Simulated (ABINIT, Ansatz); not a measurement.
Planning a run of ABINIT 10.8.3 on SiO2 (Quartz). The input:

```
acell 3*1.0 Angstrom
rprim 
  4.915799999986 0.000000000003 0.000000000000
  -2.457899999996 4.257207679910 0.000000000000
  0.000000000000 0.000000000000 5.409100000000
ntypat 2
znucl 14 8
natom 9
typat 1 1 1 2 2 2 2 2 2
xred 
  0.530300000000 0.000000000000 0.333333333333
  0.000000000000 0.530300000000 0.666666666667
  0.469700000000 0.469700000000 -0.000000000000
  0.146200000000 0.414200000000 0.881000000000
  0.585800000000 0.732000000000 0.214333333333
  0.268000000000 0.853800000000 0.547666666667
  0.414200000000 0.146200000000 0.119000000000
  0.732000000000 0.585800000000 0.785666666667
  0.853800000000 0.268000000000 0.452333333333
pp_dirpath "pseudos"
pseudos "Si.upf, O.upf"
ecut 36
ngkpt 3 3 4
nshiftk 1
shiftk 0 0 0
kptopt 1
chksymbreak 0
istwfk *1
occopt 1
irdwfk 1
optdriver 4
nband 665
gwcalctyp 0
ecutsigx 36
symsigma 1
nkptgw 2
kptgw 
  0.3333333333 0.3333333333 0.0000000000
  0.0000000000 0.0000000000 0.0000000000
bdgw 
  22 26
  23 27
ecuteps 10
irdscr 1
ppmodel 1
indata_prefix "in"
outdata_prefix "out"
tmpdata_prefix "tmp"
```

```sh
OMP_NUM_THREADS=1 mpirun -n 16 abinit run.abi > log
```

Question: How long will it take on 16 MPI ranks of Arm Neoverse V1, shared host, and how much memory?

It took 4.9 min; on shared hardware allow 2.5 min to 9.9 min. Peak host memory was 22 GiB.

[Paths, hosts, dates, memory and timing lines, banners, echoed tables and standing remarks are left out of the program output.]

[Logs are printed without paths, hosts, clocks, repeated set-up lines and the standing remarks that a program may print on its own settings, such as how far it seeks lower states.]

[Runs of the session that timed out or met a known fault of the program may be left out.]

[Hosts, paths, dates, database ids (printed as entryN), source tags and the programs' standing remarks are cut or masked in the printed files.]

[G0W0 gaps are taken among the corrected bands and points alone; a level outside them can change the order at an edge.]

[Where Ansatz stands beside ABINIT at settings called matched, ABINIT's density can come from a denser mesh and the files from another edition; pairs whose starting gaps differed by over 0.03 eV were left out, so agreement reads better than it is.]
